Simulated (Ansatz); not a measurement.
# H-GaAs-Cl chair monolayer in a perpendicular field, part 2 of 2

What dipole does a perpendicular field induce in the H-GaAs-Cl chair monolayer, and does the gap follow? A positive field points along +c.

Ansatz 0.2.0; plane-wave DFT, PBE-D3(BJ), Ansatz PAW.

So far. Step 2 (Relaxing the slab): The lattice constant a goes from 3.977 to 4.056 Å.

**3. Single point, field 0**

A sawtooth potential applies the field, turning back in the middle of the vacuum. With the dipole correction the typed value is the field outside the slab. The induced dipole is small, so the SCF threshold is tight.

The cell differs from the one that the last finished run ended in (c 40.043 → 22.536 Å).

input.yaml reads:

```yaml
crystal:
  lattice:
    - [4.055822611, 0.0, 0.0]
    - [-2.0279113055, 3.5124454143, 0.0]
    - [0.0, 0.0, 22.5362415937]
  atoms:
    - { symbol: Cl, position: [0.6666666667, 0.3333333333, 0.3993567411] }
    - { symbol: As, position: [0.6666666667, 0.3333333333, 0.4961842257] }
    - { symbol: Ga, position: [0.3333333333, 0.6666666667, 0.5310427269] }
    - { symbol: H, position: [0.3333333333, 0.6666666667, 0.6006432589] }
kpoints:
  mp_grid: { grid: [12, 12, 1] }
  band_path:
    path: [[0, 0, 0], [0.5, 0, 0], [0.33333333, 0.33333333, 0], [0, 0, 0]]
    npoints: 16
hamiltonian:
  xc: pbe
  dispersion: d3bj
scf:
  occupations: { method: fermi_dirac, width: 0.02585 }
  convergence: { dr2_threshold: 1.0e-10 }
efield:
  axis: 3
  dipole_correction: true
  ramp_position: 0.97
  ramp_width: 0.06
  amplitude: 0
output:
  dos: { projected: true, e_range: [-6, 5] }
  write_potential: true
  write_density: true
  volumetric_format: npy
  elf: true
```

The run is started by

```bash
ansatz run input.yaml --threads 2 --pin off --max-ram 3072MiB --backend cpu --events-out ev --progress --plain --runs-dir out
```

Numbers of over 12 decimals in the logs are rounded to 6 here.

The program printed:

```text
[...]
Crystal: 4 atoms, lattice volume = 321.048 Å³
Basis set: ecut = 420 eV, 6267 PW (Γ)
Bands: 22, of which v1, the nominal top of the filled ones, is band 18 counted from 1 (17 counted from 0)
Symmetry: 6 space group operations
[...]
k-points: 19 of 144 (time reversal used)
[...]
SCF iter   1: F=—  HF=-9735.834426 eV  |F-HF|=—  |Δ(HF+E_count)|=         —  Δρ=1.38e-3  dr2=5.68e-3  ethr=1.77e-3  p=0.034 e·Å  D=1.92e-2 V/Å  ΔV_dip=-0.43 eV  dr2_dipole=4.01e-4  V_vac-E_F(+/−)=4.80/5.23 eV  ⟨swp⟩=7.4  Hψ=2325  notcnv=0
efield: sawtooth ramp at fractional position 0.9700 (set: `efield.ramp_position`, or a place that a band, a saddle search or an elastic batch's reference lends), width 0.0600; the density the first Hamiltonian is built on has a dipole p = 0.034 e·Å; the dipole correction subtracts the counter field D = 1.92e-2 V/Å, which shifts the + side's vacuum level by -0.43 eV against the − side's; the planar-averaged density in the ramp window peaks in size at 9.9e-6 e/Å³
[...]
SCF iter   2: F=—  HF=-9735.834721 eV  |F-HF|=—  |Δ(HF+E_count)|=   2.95e-4  Δρ=6.19e-4  dr2=1.49e-3  ethr=1.58e-5  p=0.049 e·Å  D=2.74e-2 V/Å  ΔV_dip=-0.62 eV  dr2_dipole=1.04e-4  V_vac-E_F(+/−)=4.75/5.37 eV  ⟨swp⟩=2.4  Hψ=763  notcnv=0
[...]
SCF iter  10: F=-9735.835506 eV  HF=-9735.835506 eV  |F-HF|=7.28e-12  |Δ(HF+E_count)|=  4.80e-10  Δρ=1.19e-7  dr2=3.77e-11  ethr=1.00e-12  p=0.048 e·Å  D=2.73e-2 V/Å  ΔV_dip=-0.62 eV  dr2_dipole=2.40e-13  V_vac-E_F(+/−)=4.78/5.40 eV  ⟨swp⟩=4.3  Hψ=1244  notcnv=0
SCF 1 converged in 10 iterations: F = -9735.835506 eV  dr2 = 3.77e-11
[...]
NSCF: frozen V_eff on 49 k-points
efield: sawtooth ramp at fractional position 0.9700 (kept from the solve that this one continues, or follows in the run), width 0.0600; the density the first Hamiltonian is built on has a dipole p = 0.048 e·Å; the dipole correction subtracts the counter field D = 2.73e-2 V/Å, which shifts the + side's vacuum level by -0.62 eV against the − side's; the planar-averaged density in the ramp window peaks in size at 3.7e-6 e/Å³
[...]
SCF converged after 10 iterations
Free energy (F): -9735.835506 eV
[...]
Internal energy: -9735.835506 eV  (E = F + TS)
E sigma→0 (E₀):  -9735.835506 eV
Fermi energy:    -2.444463 eV
Dipole field:    D = 0.027296 V/Å  (p = 0.048429 e·Å, saw-weighted, corrected)
Work function:   Φ+ = 4.7833 eV   Φ− = 5.3985 eV
Levels:          The Fermi level and band energies are counted from a zero that moves with the ramp; work functions are not
[...]
--- Band table (eV; the first three rows and the last of 19) ---
  k-point 0: bands = [... 14 lower, -5.5050, -5.5050, -3.1349, -3.1349, -1.7734, -0.4499, 1.5468, 1.5468]
  k-point 1: bands = [... 14 lower, -5.6609, -5.5360, -3.6601, -3.2375, -1.1767, -0.4282, 1.3708, 1.7745]
  k-point 2: bands = [... 14 lower, -5.9538, -5.6214, -4.2991, -3.4790, -0.6227, -0.3058, 1.4268, 2.3465]
  k-point 18: bands = [... 14 lower, -7.0171, -6.2355, -5.1235, -4.7005, -0.5986, 1.8305, 2.2813, 3.5245]
```

It took 4.6 s on 2 threads of AMD EPYC 9R45, shared host; peak memory 0.64 GiB.

The column dr2 measures how far the density is from self-consistency, as an energy; F and HF (Harris–Foulkes) agree once it is small.

Numbers from this step:

```yaml
gap_on_the_k_mesh: 1.362 eV
dipole_along_the_normal: 0.04843 e·Å
gap_along_the_path: 1.362 eV
smallest_direct_gap_along_the_path: 1.362 eV
step_between_the_vacuum_levels: -0.6151 eV
ionisation_energy_upper_face: 5.474 eV
electron_affinity_upper_face: 4.112 eV
ionisation_energy_lower_face: 6.089 eV
gap_the_smaller_of_path_and_mesh: 1.362 eV
```

Running mean over a fixed 2.7 Å (it still follows the layers) of the planar mean; the ramp of the sawtooth is left out. Electron's electrostatic potential energy less the Fermi level against z:

| z (Å) | electron's electrostatic potential energy less the Fermi level (eV) |
| --- | --- |
| 3.0 | 5.40 |
| 3.5 | 5.40 |
| 4.0 | 5.40 |
| 4.5 | 5.40 |
| 5.0 | 5.40 |
| 5.5 | 5.40 |
| 6.0 | 5.39 |
| 6.5 | 5.35 |
| 7.0 | 5.08 |
| 7.5 | 4.04 |
| 8.0 | 2.61 |
| 8.5 | 1.71 |
| 9.0 | 1.08 |
| 9.5 | -0.0372 |
| 10.0 | -0.876 |
| 10.5 | -1.64 |
| 11.0 | -2.47 |
| 11.5 | -3.08 |
| 12.0 | -2.64 |
| 12.5 | -1.71 |
| 13.0 | 0.0285 |
| 13.5 | 2.07 |
| 14.0 | 3.45 |
| 14.5 | 4.08 |
| 15.0 | 4.52 |
| 15.5 | 4.73 |
| 16.0 | 4.77 |
| 16.5 | 4.78 |
| 17.0 | 4.78 |
| 17.5 | 4.78 |
| 18.0 | 4.78 |
| 18.5 | 4.78 |
| 19.0 | 4.78 |
| 19.5 | 4.78 |

The density of states has structure finer than the step of the table below, so its rows give means over 0.2 eV, whole bins alone (the curve runs from -6 to 2.66 eV). Peaks (eV: height): -4.95: 9.69, -3.99: 5.26, -3.77: 7.30, -2.50: 11.2, -2.22: 3.92, 1.83: 8.58, 2.27: 3.11.

The density of states by energy, zero at the Fermi level of the run, which the smearing sets inside the gap; means over each step:

| energy (eV) | density of states (states/eV a cell) |
| --- | --- |
| -5.2 | 0 |
| -5.0 | 5.09 |
| -4.8 | 1.64 |
| -4.6 | 0.963 |
| -4.4 | 1.53 |
| -4.2 | 1.89 |
| -4.0 | 3.39 |
| -3.8 | 4.51 |
| -3.6 | 5.50 |
| -3.4 | 3.03 |
| -3.2 | 2.11 |
| -3.0 | 0.299 |
| -2.8 | 0 |
| -2.6 | 2.79 |
| -2.4 | 4.14 |
| -2.2 | 3.11 |
| -2.0 | 2.22 |
| -1.8 | 2.51 |
| -1.6 | 1.81 |
| -1.4 | 1.16 |
| -1.2 | 0.899 |
| -1.0 | 0.700 |
| -0.8 | 0.497 |
| -0.6 | 0.00803 |
| -0.4 | 0 |
| -0.2 | 0 |
| 0.0 | 0 |
| 0.2 | 0 |
| 0.4 | 0 |
| 0.6 | 5.3e-4 |
| 0.8 | 0.0303 |
| 1.0 | 0.0769 |
| 1.2 | 0.125 |
| 1.4 | 0.665 |
| 1.6 | 2.10 |
| 1.8 | 5.26 |
| 2.0 | 1.71 |
| 2.2 | 2.29 |
| 2.4 | 1.93 |

Projected DOS per atom over height of the atomic layer and energy from the Fermi level. Layers: Cl As Ga H from below.

Ten even steps from '_' (0.00 states/eV) to '@' (2.31 states/eV), each cell a mean:
```
__--::__
::++::__
::++--__
________
________
________
________
________
________
__..____
::::..__
==::::__
**::::::
==......
::______
@@--..__
@@----::
--::..__
::::____
**==..__
________
________
```
Columns: height of the atomic layer (Å) from 9 to 13.5 (not evenly spaced); rows upwards: energy from the Fermi level (eV) from -5.96 to 2.59.

The electronic bands at the labelled points (eV, zero at the Fermi level of the run, which the smearing sets inside the gap):

| point | band 15 | band 16 | band 17 | band 18 | band 19 | band 20 | band 21 | band 22 |
| --- | --- | --- | --- | --- | --- | --- | --- | --- |
| Γ | -3.06 | -3.06 | -0.69 | -0.69 | 0.67 | 1.99 | 3.99 | 3.99 |
| halfway | -3.66 | -3.29 | -2.24 | -1.30 | 1.74 | 2.25 | 4.36 | 5.30 |
| M | -3.99 | -3.53 | -2.51 | -1.70 | 1.38 | 2.05 | 4.55 | 6.12 |
| halfway | -4.19 | -3.75 | -2.55 | -2.12 | 1.77 | 3.18 | 4.51 | 5.44 |
| K | -4.57 | -3.79 | -2.68 | -2.26 | 1.85 | 4.28 | 4.73 | 5.97 |
| halfway | -3.80 | -3.44 | -2.27 | -1.73 | 1.96 | 3.07 | 3.94 | 5.09 |
| Γ | -3.06 | -3.06 | -0.69 | -0.69 | 0.67 | 1.99 | 3.99 | 3.99 |

The electronic bands as a text plot (rows in eV, shown from -7.2 to 4.0 only):

```
    3.8 |++++++++                               +++ +++++++++++++
    3.3 |                          ++              +++
    2.8 |                         +                   +
    2.4 |       +++++++++      +++                     +++
    1.9 |++++++++++++    ++++++  ++++++++++++++++++++++++++++++++
    1.4 |   +++      ++++++++++++                           +
    1.0 | ++                                                 +++
    0.5 |+                                                      +
    0.0 |
   -0.4 |
   -0.9 |********                                         *******
   -1.4 |   ***  ********                             ****  *
   -1.8 |      **        **********              ***** *****
   -2.3 |        **************************************
   -2.8 |                          ************
   -3.2 |****************                           *************
   -3.7 |********************************************************
   -4.2 |       ***       ************       ******   ****
   -4.7 |          ***                *******    *****
   -5.1 |             ***************************
   -5.6 |
   -6.1 |
   -6.5 |*************                             **************
   -7.0 |             *****************************
         Γ                   M           K                      Γ
```

Valence density in the ca plane at fractional y = 0.333, with atoms of Cl and As within 0.2 Å of it. It is the smooth field of the valence electrons, not physical close to the nuclei.

Ten steps, logarithmic in the rise over the least value, from '0' (0 e/Å³) to '9' (27 e/Å³), each cell a mean:
```
00000000001121101121100000000000000000000000
00000000012333212443100000000000000000000000
00000000013434324786210000000000000000000000
00000000023314335997310000000000000000000000
00000000013444324785210000000000000000000000
00000000012333212342100000000000000000000000
00000000001111001111100000000000000000000000
00000000000000000011100000000000000000000000
00000000000000000001100000000000000000000000
00000000000000000001100000000000000000000000
00000000000000000111100000000000000000000000
```
Columns run along c (16.0 Å, from fractional 0.21 to 0.92 of the cell), rows up along a (4.1 Å). Atoms in or near the plane, at fractional coordinates: Cl at (0.40, 0.67), As at (0.50, 0.67).

ELF in the ca plane at fractional y = 0.333, with atoms of Cl and As within 0.2 Å of it. It is the smooth field of the valence electrons, not physical close to the nuclei.

Values, 6 rows by 16 columns, each cell a mean:
```
0.00 0.00 0.00 0.00 0.00 0.19 0.79 0.76 0.41 0.70 0.39 0.08 0.06 0.00 0.00 0.00
0.00 0.00 0.00 0.00 0.01 0.25 0.76 0.63 0.50 0.35 0.38 0.02 0.00 0.00 0.00 0.00
0.00 0.00 0.00 0.00 0.01 0.24 0.80 0.73 0.50 0.45 0.39 0.02 0.00 0.00 0.00 0.00
0.00 0.00 0.00 0.00 0.00 0.15 0.71 0.67 0.34 0.71 0.36 0.15 0.14 0.01 0.00 0.00
0.00 0.00 0.00 0.00 0.00 0.01 0.10 0.09 0.10 0.35 0.25 0.56 0.67 0.11 0.00 0.00
0.00 0.00 0.00 0.00 0.00 0.03 0.26 0.23 0.15 0.46 0.27 0.47 0.55 0.08 0.00 0.00
```
Columns run along c (16.0 Å, from fractional 0.09 to 0.80 of the cell), rows up along a (4.1 Å). Atoms in or near the plane, at fractional coordinates: Cl at (0.40, 0.67), As at (0.50, 0.67).

Electrostatic potential energy in the ca plane at fractional y = 0.333, with atoms of Cl and As within 0.2 Å of it. With pseudopotentials it is smooth inside the atoms' cores, unlike the true potential.

Ten even steps from '0' (-23 eV) to '9' (3 eV), each cell a mean:
```
99999999999999878887555788999999999999999999
99999999999996202573111478999999999999999999
99999999999982000140696158999999999999999999
99999999999971000030898158999999999999999999
99999999999983000251484168999999999999999999
99999999999997323674112478999999999999999999
99999999999999888887656788999999999999999999
99999999999999999998887778999999999999999999
99999999999999999999887778899999999999999999
99999999999999999999887778899999999999999999
99999999999999999998877778999999999999999999
```
Columns run along c (16.0 Å, from fractional 0.16 to 0.87 of the cell; values clipped at the 3rd and 97th percentile), rows up along a (4.1 Å). Atoms in or near the plane, at fractional coordinates: Cl at (0.40, 0.67), As at (0.50, 0.67).

The gap is 1.36 eV, with the valence edge 5.47 eV and the conduction edge 4.11 eV under the upper vacuum level.

**4. Single point, field 0.1 V/Å**

Edit input.yaml of step 3 so:

```diff
@@ -26,5 +26,4 @@
   ramp_width: 0.06
-  amplitude: 0
+  amplitude: 0.1
 output:
-  dos: { projected: true, e_range: [-6, 5] }
   write_potential: true
@@ -32,2 +31 @@
   volumetric_format: npy
-  elf: true
```

The program printed:

```text
[...]
Crystal: 4 atoms, lattice volume = 321.048 Å³
Basis set: ecut = 420 eV, 6267 PW (Γ)
Bands: 22, of which v1, the nominal top of the filled ones, is band 18 counted from 1 (17 counted from 0)
Symmetry: 6 space group operations
[...]
k-points: 19 of 144 (time reversal used)
[...]
--- Band table (eV; the first three rows and the last of 19) ---
  k-point 0: bands = [... 14 lower, -5.5485, -5.5485, -3.1580, -3.1580, -1.7878, -0.4679, 1.5344, 1.5344]
  k-point 1: bands = [... 14 lower, -5.7015, -5.5791, -3.6830, -3.2608, -1.1934, -0.4462, 1.3704, 1.7621]
  k-point 2: bands = [... 14 lower, -5.9797, -5.6634, -4.3238, -3.5032, -0.6441, -0.3206, 1.4366, 2.3476]
  k-point 18: bands = [... 14 lower, -7.0446, -6.2641, -5.1615, -4.7148, -0.6233, 1.8343, 2.2768, 3.5184]
[key lines of the parts left out:]
SCF converged after 12 iterations
Free energy (F): -9735.842274 eV
Fermi energy:    -2.463222 eV
Dipole field:    D = 0.049002 V/Å  (p = 0.086940 e·Å, saw-weighted, corrected)
```

Wall time 4.8 s (2 threads); peak memory 0.62 GiB; 9.3 s of CPU time.

The dipole is 0.0869 e·Å, 0.0385 e·Å from its value without field, and the gap 1.370 eV.

**5. Single point, field -0.1 V/Å**

Edit input.yaml of step 4 so:

```diff
@@ -26,3 +26,3 @@
   ramp_width: 0.06
-  amplitude: 0.1
+  amplitude: -0.1
 output:
```

The program printed:

```text
[...]
Crystal: 4 atoms, lattice volume = 321.048 Å³
Basis set: ecut = 420 eV, 6267 PW (Γ)
Bands: 22, of which v1, the nominal top of the filled ones, is band 18 counted from 1 (17 counted from 0)
Symmetry: 6 space group operations
[...]
k-points: 19 of 144 (time reversal used)
[...]
--- Band table (eV; the first three rows and the last of 19) ---
  k-point 0: bands = [... 14 lower, -5.4625, -5.4625, -3.1125, -3.1125, -1.7599, -0.4351, 1.5584, 1.5584]
  k-point 1: bands = [... 14 lower, -5.6212, -5.4939, -3.6378, -3.2148, -1.1611, -0.4131, 1.3606, 1.7862]
  k-point 2: bands = [... 14 lower, -5.9285, -5.5804, -4.2747, -3.4554, -0.6028, -0.2930, 1.4044, 2.1195]
  k-point 18: bands = [... 14 lower, -6.9907, -6.2086, -5.0860, -4.6860, -0.5749, 1.8252, 2.2838, 3.5288]
[key lines of the parts left out:]
SCF converged after 12 iterations
Free energy (F): -9735.832591 eV
Fermi energy:    -2.426525 eV
Dipole field:    D = 0.005558 V/Å  (p = 0.009860 e·Å, saw-weighted, corrected)
```

It took 4.9 s on 2 threads; peak memory 0.6 GiB; 9.5 s of CPU time.

The dipole is 0.00986 e·Å, -0.0386 e·Å from its value without field, and the gap 1.353 eV.

**6. Response, atoms held**

This step: plane-wave DFT, PBE-D3(BJ), Ansatz PAW; response to a field along the normal, atoms held (Ansatz 0.2.0).

The dipoles give the slope, and the difference of two potentials shows where the field is screened.

Numbers from this step:

```yaml
equivalent_conductor_thickness_p_eps_0ae: 4.895 Å
distance_between_the_outer_atoms: 4.536 Å
```

Dipole of the cell against applied field:

| applied field (V/Å) | dipole of the cell (e·Å) |
| --- | --- |
| -0.1000 | 0.00986 |
| 0.0000 | 0.0484 |
| 0.1000 | 0.0869 |

Local field over the applied field, running mean. From the potentials at -0.1 and 0.1 V/Å; running mean over 2.5 Å. The local field over applied field by z:

| z (Å) | local field over applied field |
| --- | --- |
| 4.5 | 1.000 |
| 5.0 | 0.999 |
| 5.5 | 0.998 |
| 6.0 | 0.991 |
| 6.5 | 0.968 |
| 7.0 | 0.902 |
| 7.5 | 0.771 |
| 8.0 | 0.608 |
| 8.5 | 0.452 |
| 9.0 | 0.314 |
| 9.5 | 0.225 |
| 10.0 | 0.175 |
| 10.5 | 0.137 |
| 11.0 | 0.122 |
| 11.5 | 0.135 |
| 12.0 | 0.149 |
| 12.5 | 0.210 |
| 13.0 | 0.344 |
| 13.5 | 0.493 |
| 14.0 | 0.629 |
| 14.5 | 0.767 |
| 15.0 | 0.886 |
| 15.5 | 0.955 |
| 16.0 | 0.984 |
| 16.5 | 0.995 |
| 17.0 | 0.998 |
| 17.5 | 1.000 |
| 18.0 | 1.000 |

The induced electron density oscillates, so the rows of the table below give means over windows of 0.5 Å about each position, cut where the curve ends. Its maxima inside the range that stand out by 2 % of the span (Å: e/Å³ per V/Å): 8.31: 0.00419, 9.44: 3.0e-4, 10.99: 0.00238, 12.82: 2.4e-4. Its minima: 9.16: -5.6e-4, 10.14: -7.5e-4, 12.11: -0.00261, 13.80: -0.00321.

Electrons, planar mean, per unit field. Induced electron density against z; means over each step:

z (Å), induced electron density (e/Å³ per V/Å) and a bar from the least value:
```
      4.5    0.00000 ##############
      5.0    0.00000 ##############
      5.5    0.00001 ##############
      6.0    0.00003 ##############
      6.5    0.00013 ##############
      7.0    0.00047 ################
      7.5    0.00145 #####################
      8.0    0.00336 ##############################
      8.5    0.00337 ##############################
      9.0    0.00018 ###############
      9.5    0.00009 ##############
     10.0   -0.00057 ###########
     10.5    0.00049 ################
     11.0    0.00201 #######################
     11.5   -0.00011 #############
     12.0   -0.00219 ###
     12.5   -0.00089 #########
     13.0   -0.00016 #############
     13.5   -0.00237 ##
     14.0   -0.00281 
     14.5   -0.00153 ######
     15.0   -0.00063 ###########
     15.5   -0.00022 #############
     16.0   -0.00007 #############
     16.5   -0.00002 ##############
     17.0   -0.00001 ##############
     17.5    0.00000 ##############
     18.0    0.00000 ##############
```

The smaller of the gaps on the path and on the k-mesh, counted as 0 under 0.03 eV. The gap by applied field:

| applied field (V/Å) | gap (eV) |
| --- | --- |
| -0.1000 | 1.35 |
| 0.0000 | 1.36 |
| 0.1000 | 1.37 |

By hand: between -0.1 and 0.1 V/Å the dipole changes by 0.07708 e·Å, a slope of 0.3854 e·Å²/V. A perfect conductor of thickness t has p = ε₀AEt, so t = 180.95 × 0.3854 / 14.246 = 4.90 Å (e/ε₀ = 180.95 V·Å, A in Å²).

The induced dipole is that of a conductor 4.90 Å thick.

**7. Outcome**

```yaml
gap_without_field: 1.36 eV
ionisation_energy_upper_face: 5.47 eV
electron_affinity_upper_face: 4.11 eV
step_between_the_vacuum_levels: -0.615 eV
equivalent_conductor_thickness_atoms_held: 4.90 Å
```

**Reading.** The induced dipole equals that of a perfect conductor 4.90 Å thick, while the outer atoms lie 4.54 Å apart; an out-of-plane ε follows only once a thickness t is chosen, by 1 − 1/ε = 4.90 Å / t. The two faces differ: the vacuum level above lies 0.62 eV lower than the one below. The gap stays within 0.01 eV of 1.36 eV over the fields run, up to 0.1 V/Å in size. Semilocal functionals give gaps that are too small, and excitons are not included. Spin-orbit coupling is left out.

[Logs are printed without paths, hosts, clocks, repeated set-up lines and the standing remarks that a program may print on its own settings, such as how far it seeks lower states.]

[Hosts, paths, dates, database ids (printed as entryN), source tags and the programs' standing remarks are cut or masked in the printed files.]

[Maps of the electrostatic potential energy from Ansatz leave out the sawtooth potential of an applied field or a dipole correction, so their vacuum need not be flat; planar profiles and work functions include it.]

[The density of states shown here was stored with 400 of the rows of the run's finer table, so its peaks can read low, often by over a quarter, or be missed, and its means over a window can be off by a tenth or more.]
